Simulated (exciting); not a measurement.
# Electron–core-hole interaction in the O K spectrum of LuBrO, part 2 of 3

Aim: the O K absorption edge of LuBrO with the electron–hole interaction treated explicitly, and what each term of the kernel does.

exciting sodium; X-ray absorption, core-level Bethe-Salpeter equation, exchange and statically screened direct term, Tamm-Dancoff, all-electron LAPW+lo LDA.

So far. Step 3 (A richer basis for the empty states): Against the first ground state the total energy moves by -11 meV an atom and the gap by 0.00 eV.

**4. Screening, kernels and BSE for O atom 5**

The absorber has 4 Lu at 2.18 Å (distorted tetrahedral, site symmetry -4m2).

File input.xml:

```
<input>
  <title>LuBrO</title>
  <structure speciespath="." autormt="false" epslat="1.0e-5">
    <crystal>
      <basevect>7.1140629675 0.0000000000 0.0000000000</basevect>
      <basevect>0.0000000000 7.1140629675 0.0000000000</basevect>
      <basevect>0.0000000000 0.0000000000 15.7867720422</basevect>
    </crystal>
    <species speciesfile="Lu.xml" rmt="2.240">
      <atom coord="0.5000000000 0.0000000000 0.6327600000"/>
      <atom coord="0.0000000000 0.5000000000 0.3672400000"/>
    </species>
    <species speciesfile="Br.xml" rmt="2.300">
      <atom coord="0.0000000000 0.5000000000 0.8282000000"/>
      <atom coord="0.5000000000 0.0000000000 0.1718000000"/>
    </species>
    <species speciesfile="O.xml" rmt="1.765">
      <atom coord="0.5000000000 0.5000000000 0.5000000000"/>
      <atom coord="0.0000000000 0.0000000000 0.5000000000"/>
    </species>
  </structure>
  <groundstate do="skip" xctype="LDA_PW" ngridk="4 4 2" rgkmax="7" gmaxvr="14" nempty="8" swidth="0.001" maxscl="100" epsengy="1e-5"/>
  <xs xstype="BSE" ngridk="3 3 2" ngridq="3 3 2" vkloff="0.097 0.273 0.493" rgkmax="7" nempty="54" gqmax="3" lmaxapwwf="5" lmaxemat="2" broad="0.01654" tevout="true">
    <energywindow intv="18.072 19.689" points="439"/>
    <screening screentype="full" nempty="83"/>
    <BSE xas="true" xasspecies="3" xasatom="1" xasedge="K" bsetype="singlet" nstlxas="1 50"/>
    <qpointset>
      <qpoint>0 0 0</qpoint>
    </qpointset>
    <plan>
      <doonly task="xsgeneigvec"/>
      <doonly task="writepmatxs"/>
      <doonly task="scrgeneigvec"/>
      <doonly task="scrwritepmat"/>
      <doonly task="screen"/>
      <doonly task="scrcoulint"/>
      <doonly task="exccoulint"/>
    </plan>
  </xs>
</input>
```

File input.xml for the last start (plan only):

```
  <plan>
    <doonly task="bse"/>
  </plan>
```

Launch:

```console
OMP_NUM_THREADS=1 mpirun -n 2 exciting
OMP_NUM_THREADS=2 exciting
```

Numbers of over 12 decimals in the logs are rounded to 6 here.

What it wrote:

```text
| EXCITING SODIUM started for task xsgeneigvec ( 301)                          =
One-shot GS runs for BSE calculations
One-shot GS runs for k+qmt/2 grids
Info(xsgeneigvec): Generating eigenvectors for Q-point      1
Info(xsgeneigvec): Generation of eigenvectors finished
| EXCITING SODIUM started for task writepmatxs ( 320)                          =
Info(writepmatxs): Momentum matrix elements finished
| EXCITING SODIUM started for task scrgeneigvec ( 401)                         =
One-shot GS runs for BSE calculations
One-shot GS runs for k+qmt/2 grids
Info(xsgeneigvec): Generating eigenvectors for Q-point      1
Using screening GS parameters.
Info(xsgeneigvec): Generation of eigenvectors finished
| EXCITING SODIUM started for task scrwritepmat ( 420)                         =
Info(writepmatxs): Momentum matrix elements finished
Info(scrwritepmat): Momentum matrix elements for screening finished
| EXCITING SODIUM started for task screen ( 430)                               =
Info(screenlauncher): Calculating screening for unshifted q-grid.
Info(screenlauncher): Number of q points:       6
Info(screenlauncher): lowest (partially)  unoccupied state:     49
Info(screenlauncher): highest (partially) occupied state  :     48
Info(screenlauncher): number of occupied states considered:   48
Info(screenlauncher): number of unoccupied states considered:   84
Info(screenlauncher): Starting loop over q-points
Info(screenlauncher): Screening for unshifted q-grid finished
Info(screenlauncher): Screening finished
| EXCITING SODIUM started for task scrcoulint ( 440)                           =
Info(scrcoulintlauncher): Setting up screened Coulomb interaction matrix W.
Info(scrcoulintlauncher): Using momentum transfer vectors from list :   1 to  1
Info(scrcoulintlauncher): Calculating screened Coulomb interaction matrix W
Info(scrcoulintlauncher): Momentum transfer list index: iqmt=  1
Info(scrcoulintlauncher): Momentum transfer: vqmtl=   0.000   0.000   0.000
Info(scrcoulintlauncher): Calculating RR block of W
Info(scrcoulint): Inspecting occupations...
Info(setranges_modxs): Number of non-reduced k-points:       18
Info(setranges_modxs): Number of states considered:      103
Info(setranges_modxs): Number of (partially) occupied states:        2
Info(setranges_modxs): Highest (partially) occupied states:       48
Info(setranges_modxs): Number of (partially) unoccupied states:       55
Info(setranges_modxs): Lowest (partially) unoccupied states:       49
Info(scrcoulint): Selecting transitions...
Info(select_transitions): Inspecting transitions in the  band interval:
  lowest occupied state:   1
  highest occupied state:   2
  lowest unoccupied state:  49
  highest unoccupied state:  98
  Opening gap with a scissor of:      0.000/H      0.000/eV
Info(select_transitions): Number of participating transitions:    1800
Info(scrcoulint): Size of file SCCLI will be about     0.025481 GB
Info(scrcoulint): Using q-grid
Info(scrcoulint): Number of reduced q-points:      6
Info(scrcoulint): Number of non-reduced q-points:     18
Info(scrcoulint): Calculating W(G1,G2,qr) fourier coefficients
Info(scrcoulint): Calculating W matrix elements
Info(scrcoulintlauncher): Screened coulomb interaction finished for iqmt=   1
| EXCITING SODIUM started for task exccoulint ( 441)                           =
Info(exccoulintlauncher): Setting up exchange interaction matrix V.
Info(exccoulintlauncher): Using momentum transfer vectors from list :   1 to  1
Info(exccoulintlauncher):Calculating exchange interaction matrix V
Info(exccoulintlauncher): Momentum transfer list index: iqmt=  1
Info(exccoulintlauncher): Momentum transfer: vqmtl=   0.000   0.000   0.000
Info(exccoulintlauncher): Calculating RR block of V
Info(exccoulint): Inspecting occupations...
Info(setranges_modxs): Number of non-reduced k-points:       18
Info(setranges_modxs): Number of states considered:      103
Info(setranges_modxs): Number of (partially) occupied states:        2
Info(setranges_modxs): Highest (partially) occupied states:       48
Info(setranges_modxs): Number of (partially) unoccupied states:       55
Info(setranges_modxs): Lowest (partially) unoccupied states:       49
Info(exccoulint): Selecting transitions...
Info(select_transitions): Inspecting transitions in the  band interval:
  lowest occupied state:   1
  highest occupied state:   2
  lowest unoccupied state:  49
  highest unoccupied state:  98
  Opening gap with a scissor of:      0.000/H      0.000/eV
Info(select_transitions): Number of participating transitions:    1800
Info(exccoulint): Size of file EXCLI will be about     0.025481 GB
Info(exccoulint): Generating plane wave matrix elements for momentum transfer iqmt=   1
  Timing (in seconds)	   :     595.161
Info(exccoulint): Generating V matrix elements
Info(exccoulint): Zeroing Coulomb potential at G+qmt index:  1
Info(exccoulintlauncher): Exchange interaction finished for iqmt=   1
| EXCITING SODIUM started for task bse ( 445)                                  =
Info(bselauncher): Init time:    2.053440
Info(bselauncher): Setting up and diagonalizing BSE Hamiltonian.
Info(bselauncher): Using momentum transfer vectors from list :   1 to  1
Info(bselauncher): Distributing qmt-points over   1 processes.
Info(bselauncher): BSE type: singlet
Info(bselauncher): Momentum transfer list index: iqmt=  1
Info(bselauncher): Momentum transfer: vqmtl=   0.000   0.000   0.000
Info(bse): Inspecting occupations...
Info(setranges_modxs): Number of non-reduced k-points:       18
Info(setranges_modxs): Number of states considered:      103
Info(setranges_modxs): Number of (partially) occupied states:        2
Info(setranges_modxs): Highest (partially) occupied states:       48
Info(setranges_modxs): Number of (partially) unoccupied states:       55
Info(setranges_modxs): Lowest (partially) unoccupied states:       49
Info(select_transitions): Inspecting transitions in the  band interval:
  lowest occupied state:   1
  highest occupied state:   2
  lowest unoccupied state:  49
  highest unoccupied state:  98
  Opening gap with a scissor of:      0.000/H      0.000/eV
Info(select_transitions): Number of participating transitions:    1800
Info(bse): Selecting transitions...
Info(bse):bsegap (eV):   504.067170
Info(bse): Assembling BSE matrix
  RR/RA blocks of global BSE-Hamiltonian:
  Size of the Hamiltonian:    1800
  Number of k-points:      18
  Distributing matrix to   1 processes
  Local matrix shape   1800 x  1800
Info(bse): max local RAM needed for BSE matrices ~     0.048280 GB
Info(setup_bse_block): Setting up RR part of hamiltonian
Info(setup_bse_block): Singlet spin state
Info(bse): Diagonalizing RR Hamiltonian (TDA)
Info(bse): Invoking Lapack routine ZHEEVR
      1800 eigen solutions found in the interval:
         i1=       1 i2=    1800
Info(bse): Writing excition energies and oscillator strengths to text file.
Info(makespectrum_dist): Making spectrum using formula for coupling with time reversed AR basis.
Info(makespectrum_dist): Using formalism for vanishing momentum transfer.
Info(writederived): Writing quantities derived from the macroscopic dielectric function.
Info(bselauncher): Spectrum finished for iqmt=  1
Info(bselauncher): All done for BSE type singlet
```

Wall time 17 min (2 MPI ranks of Arm Neoverse V2, shared host).

Wall time by task: xsgeneigvec 20 s, writepmatxs 8.4 s, scrgeneigvec 16 s, scrwritepmat 6.8 s, screen 2.9 min, scrcoulint 3.1 min, exccoulint 10 min, bse 7.2 s.

The O K spectrum of O atom 5 (energy from the Kohn–Sham onset, core level to the lowest empty state found on the meshes used, 503.77 eV; the ground-state mesh sets it, and the shifted mesh has its lowest transition 0.30 eV above it; Im ε scaled to the maximum of the singlet run; cut below the end of the band set):

```csv
E (eV),isotropic,ε ⊥ c,ε ∥ c
-4.5,0.02,0.02,0.02
-4.0,0.02,0.02,0.03
-3.5,0.03,0.03,0.03
-3.0,0.04,0.03,0.04
-2.5,0.05,0.05,0.06
-2.0,0.07,0.06,0.09
-1.5,0.12,0.10,0.15
-1.0,0.23,0.19,0.31
-0.5,0.50,0.43,0.64
0.0,0.66,0.57,0.83
0.5,0.74,0.72,0.77
1.0,0.80,0.81,0.77
1.5,0.89,0.77,1.12
2.0,0.97,0.87,1.19
2.5,0.67,0.65,0.69
3.0,0.48,0.44,0.56
3.5,0.40,0.36,0.48
4.0,0.35,0.35,0.34
4.5,0.31,0.35,0.23
5.0,0.29,0.33,0.20
5.5,0.26,0.29,0.20
6.0,0.22,0.24,0.19
6.5,0.20,0.23,0.14
7.0,0.27,0.32,0.16
7.5,0.37,0.44,0.23
8.0,0.40,0.47,0.26
8.5,0.40,0.47,0.26
9.0,0.36,0.41,0.26
9.5,0.34,0.38,0.26
10.0,0.30,0.35,0.21
10.5,0.27,0.28,0.23
11.0,0.24,0.25,0.22
11.5,0.22,0.24,0.19
12.0,0.18,0.18,0.18
12.5,0.17,0.17,0.18
13.0,0.18,0.20,0.14
13.5,0.20,0.22,0.15
14.0,0.19,0.20,0.18
14.5,0.18,0.18,0.17
15.0,0.17,0.17,0.17
15.5,0.18,0.19,0.18
16.0,0.20,0.20,0.19
16.5,0.18,0.17,0.19
17.0,0.16,0.16,0.18
17.5,0.14,0.13,0.16
18.0,0.14,0.13,0.17
18.5,0.15,0.13,0.18
19.0,0.15,0.14,0.16
19.5,0.12,0.12,0.13
20.0,0.11,0.10,0.12
20.5,0.10,0.10,0.11
```

Maxima (height): 1.8 eV (1.00), 8.2 eV (0.41), 13.7 eV (0.20) and 15.9 eV (0.20).

The Hamiltonian has 1800 rows. The lowest groups of eigenvalues and the brightest ones, on the scale above (the program counts from the shifted mesh's onset, 0.30 eV higher). Core spinors bring spin-forbidden partners, so dark means forbidden by spin or by symmetry, and the shifted mesh splits states that symmetry would keep together:

```csv
energy (eV),states within 10 meV,relative strength
-0.632,2,0.48
-0.371,2,0.71
-0.313,2,0.58
-0.271,2,0.18
-0.185,1,dark
-0.172,1,1.00
1.032,2,0.58
1.817,1,0.93
1.842,4,0.81
2.155,2,0.54
```

**5. Independent particles**

Edit input.xml of step 4 so:

```diff
@@ -25,3 +25,3 @@
     <screening screentype="full" nempty="83"/>
-    <BSE xas="true" xasspecies="3" xasatom="1" xasedge="K" bsetype="singlet" nstlxas="1 50"/>
+    <BSE xas="true" xasspecies="3" xasatom="1" xasedge="K" bsetype="IP" nstlxas="1 50"/>
     <qpointset>
@@ -30,9 +30,3 @@
     <plan>
-      <doonly task="xsgeneigvec"/>
-      <doonly task="writepmatxs"/>
-      <doonly task="scrgeneigvec"/>
-      <doonly task="scrwritepmat"/>
-      <doonly task="screen"/>
-      <doonly task="scrcoulint"/>
-      <doonly task="exccoulint"/>
+      <doonly task="bse"/>
     </plan>
```

Launch:

```console
OMP_NUM_THREADS=2 exciting
```

What it wrote:

```text
| EXCITING SODIUM started for task bse ( 445)                                  =
Info(bselauncher): Init time:    2.047796
Info(bselauncher): Setting up and diagonalizing BSE Hamiltonian.
Info(bselauncher): Using momentum transfer vectors from list :   1 to  1
Info(bselauncher): Distributing qmt-points over   1 processes.
Info(bselauncher): BSE type: IP
Info(bselauncher): Momentum transfer list index: iqmt=  1
Info(bselauncher): Momentum transfer: vqmtl=   0.000   0.000   0.000
Info(bse): Inspecting occupations...
Info(setranges_modxs): Number of non-reduced k-points:       18
[...]
highest unoccupied state:  98
  Opening gap with a scissor of:      0.000/H      0.000/eV
Info(select_transitions): Number of participating transitions:    1800
Info(bse): Selecting transitions...
Info(bse):bsegap (eV):   504.067170
Info(bse): IP requested, nothing much to do
Info(bse): Writing excition energies and oscillator strengths to text file.
Info(makespectrum_dist): Making spectrum using formula for coupling with time reversed AR basis.
Info(makespectrum_dist): Using formalism for vanishing momentum transfer.
Info(writederived): Writing quantities derived from the macroscopic dielectric function.
Info(bselauncher): Spectrum finished for iqmt=  1
Info(bselauncher): All done for BSE type IP
```

Wall time 3 s (2 threads).

Maxima (height): 3.6 eV (0.69), 9.6 eV (0.43), 10.7 eV (0.45), 14.6 eV (0.30) and 16.8 eV (0.27); 1 lower ones aren't listed. The spectrum differs from the singlet run by 70 % r.m.s. Moving the earlier curve by +2.7 eV leaves 30 %. The highest maximum lies at 3.6 eV (0.69), against 1.8 eV (1.00).

**6. Exchange alone**

Edit input.xml of step 5 so:

```diff
@@ -25,3 +25,3 @@
     <screening screentype="full" nempty="83"/>
-    <BSE xas="true" xasspecies="3" xasatom="1" xasedge="K" bsetype="IP" nstlxas="1 50"/>
+    <BSE xas="true" xasspecies="3" xasatom="1" xasedge="K" bsetype="RPA" nstlxas="1 50"/>
     <qpointset>
```

Launch:

```console
OMP_NUM_THREADS=2 exciting
```

What it wrote:

```text
| EXCITING SODIUM started for task bse ( 445)                                  =
Info(bselauncher): Init time:    2.047495
Info(bselauncher): Setting up and diagonalizing BSE Hamiltonian.
Info(bselauncher): Using momentum transfer vectors from list :   1 to  1
Info(bselauncher): Distributing qmt-points over   1 processes.
Info(bselauncher): BSE type: RPA
Info(bselauncher): Momentum transfer list index: iqmt=  1
Info(bselauncher): Momentum transfer: vqmtl=   0.000   0.000   0.000
Info(bse): Inspecting occupations...
Info(setranges_modxs): Number of non-reduced k-points:       18
[...]
Info(setup_bse_block): Setting up RR part of hamiltonian
Info(setup_bse_block): Using RPA approximation
Info(bse): Diagonalizing RR Hamiltonian (TDA)
Info(bse): Invoking Lapack routine ZHEEVR
      1800 eigen solutions found in the interval:
         i1=       1 i2=    1800
Info(bse): Writing excition energies and oscillator strengths to text file.
Info(makespectrum_dist): Making spectrum using formula for coupling with time reversed AR basis.
Info(makespectrum_dist): Using formalism for vanishing momentum transfer.
Info(writederived): Writing quantities derived from the macroscopic dielectric function.
Info(bselauncher): Spectrum finished for iqmt=  1
Info(bselauncher): All done for BSE type RPA
```

Wall time 9 s (2 threads).

Maxima (height): 3.7 eV (0.67), 4.8 eV (0.58), 9.7 eV (0.43), 10.8 eV (0.46) and 14.6 eV (0.31); 2 lower ones aren't listed. The spectrum differs from the independent-particle run by 3 % r.m.s.

**7. Direct term alone**

Edit input.xml of step 6 so:

```diff
@@ -25,3 +25,3 @@
     <screening screentype="full" nempty="83"/>
-    <BSE xas="true" xasspecies="3" xasatom="1" xasedge="K" bsetype="RPA" nstlxas="1 50"/>
+    <BSE xas="true" xasspecies="3" xasatom="1" xasedge="K" bsetype="triplet" nstlxas="1 50"/>
     <qpointset>
```

Launch:

```console
OMP_NUM_THREADS=2 exciting
```

What it wrote:

```text
| EXCITING SODIUM started for task bse ( 445)                                  =
Info(bselauncher): Init time:    2.046812
Info(bselauncher): Setting up and diagonalizing BSE Hamiltonian.
Info(bselauncher): Using momentum transfer vectors from list :   1 to  1
Info(bselauncher): Distributing qmt-points over   1 processes.
Info(bselauncher): BSE type: triplet
Info(bselauncher): Momentum transfer list index: iqmt=  1
Info(bselauncher): Momentum transfer: vqmtl=   0.000   0.000   0.000
Info(bse): Inspecting occupations...
[...]
Info(setup_bse_block): Setting up RR part of hamiltonian
Info(setup_bse_block): Triplet spin state
Info(bse): Diagonalizing RR Hamiltonian (TDA)
Info(bse): Invoking Lapack routine ZHEEVR
      1800 eigen solutions found in the interval:
         i1=       1 i2=    1800
Info(bse): Writing excition energies and oscillator strengths to text file.
Info(makespectrum_dist): Making spectrum using formula for coupling with time reversed AR basis.
Info(makespectrum_dist): Using formalism for vanishing momentum transfer.
Info(writederived): Writing quantities derived from the macroscopic dielectric function.
Info(bselauncher): Spectrum finished for iqmt=  1
Info(bselauncher): All done for BSE type triplet
```

Elapsed: 7.5 s, on 2 threads.

Maxima (height): 1.8 eV (1.00), 8.2 eV (0.41), 13.7 eV (0.20) and 15.9 eV (0.19). The spectrum differs from the singlet run by 4 % r.m.s.

**8. Broadening**

Changed against the first singlet run: half width (eV) from 0.45 to 1.35.

Edit input.xml of step 7 so:

```diff
@@ -22,6 +22,6 @@
   <groundstate do="skip" xctype="LDA_PW" ngridk="4 4 2" rgkmax="7" gmaxvr="14" nempty="8" swidth="0.001" maxscl="100" epsengy="1e-5"/>
-  <xs xstype="BSE" ngridk="3 3 2" ngridq="3 3 2" vkloff="0.097 0.273 0.493" rgkmax="7" nempty="54" gqmax="3" lmaxapwwf="5" lmaxemat="2" broad="0.01654" tevout="true">
+  <xs xstype="BSE" ngridk="3 3 2" ngridq="3 3 2" vkloff="0.097 0.273 0.493" rgkmax="7" nempty="54" gqmax="3" lmaxapwwf="5" lmaxemat="2" broad="0.04961" tevout="true">
     <energywindow intv="18.072 19.689" points="439"/>
     <screening screentype="full" nempty="83"/>
-    <BSE xas="true" xasspecies="3" xasatom="1" xasedge="K" bsetype="triplet" nstlxas="1 50"/>
+    <BSE xas="true" xasspecies="3" xasatom="1" xasedge="K" bsetype="singlet" nstlxas="1 50"/>
     <qpointset>
```

Launch:

```console
OMP_NUM_THREADS=2 exciting
```

What it wrote:

```text
| EXCITING SODIUM started for task bse ( 445)                                  =
Info(bselauncher): Init time:    2.046430
Info(bselauncher): Setting up and diagonalizing BSE Hamiltonian.
Info(bselauncher): Using momentum transfer vectors from list :   1 to  1
Info(bselauncher): Distributing qmt-points over   1 processes.
Info(bselauncher): BSE type: singlet
Info(bselauncher): Momentum transfer list index: iqmt=  1
Info(bselauncher): Momentum transfer: vqmtl=   0.000   0.000   0.000
Info(bse): Inspecting occupations...
[...]
Info(setup_bse_block): Setting up RR part of hamiltonian
Info(setup_bse_block): Singlet spin state
Info(bse): Diagonalizing RR Hamiltonian (TDA)
Info(bse): Invoking Lapack routine ZHEEVR
      1800 eigen solutions found in the interval:
         i1=       1 i2=    1800
Info(bse): Writing excition energies and oscillator strengths to text file.
Info(makespectrum_dist): Making spectrum using formula for coupling with time reversed AR basis.
Info(makespectrum_dist): Using formalism for vanishing momentum transfer.
Info(writederived): Writing quantities derived from the macroscopic dielectric function.
Info(bselauncher): Spectrum finished for iqmt=  1
Info(bselauncher): All done for BSE type singlet
```

Run time: 9 s. Hardware: 2 threads.

The spectrum differs from the singlet run by 25 % r.m.s. The highest maximum lies at 1.6 eV (0.63), against 1.8 eV (1.00). Only the width of each line changes; the area stays. A table step wider than the lines misses their tops.

```csv
E (eV),first run,this run
-10.0,0.01,0.02
-9.0,0.01,0.02
-8.0,0.01,0.02
-7.0,0.01,0.03
-6.0,0.01,0.04
-5.0,0.02,0.05
-4.0,0.02,0.07
-3.0,0.04,0.10
-2.0,0.07,0.17
-1.0,0.23,0.30
0.0,0.66,0.49
1.0,0.80,0.60
2.0,0.97,0.61
3.0,0.48,0.48
4.0,0.35,0.37
5.0,0.29,0.31
6.0,0.22,0.28
7.0,0.27,0.29
8.0,0.40,0.33
9.0,0.36,0.32
10.0,0.30,0.28
11.0,0.24,0.24
12.0,0.18,0.21
13.0,0.18,0.19
14.0,0.19,0.19
15.0,0.17,0.18
16.0,0.20,0.17
17.0,0.16,0.16
18.0,0.14,0.14
19.0,0.15,0.13
20.0,0.11,0.12
```

[end of part 2 of 3]

[Banner, clock and machine lines of the logs are left out without a mark of their own.]

[Logs are printed without paths, hosts, clocks, repeated set-up lines and the standing remarks that a program may print on its own settings, such as how far it seeks lower states.]

[Hosts, paths, dates, database ids (printed as entryN), source tags and the programs' standing remarks are cut or masked in the printed files.]
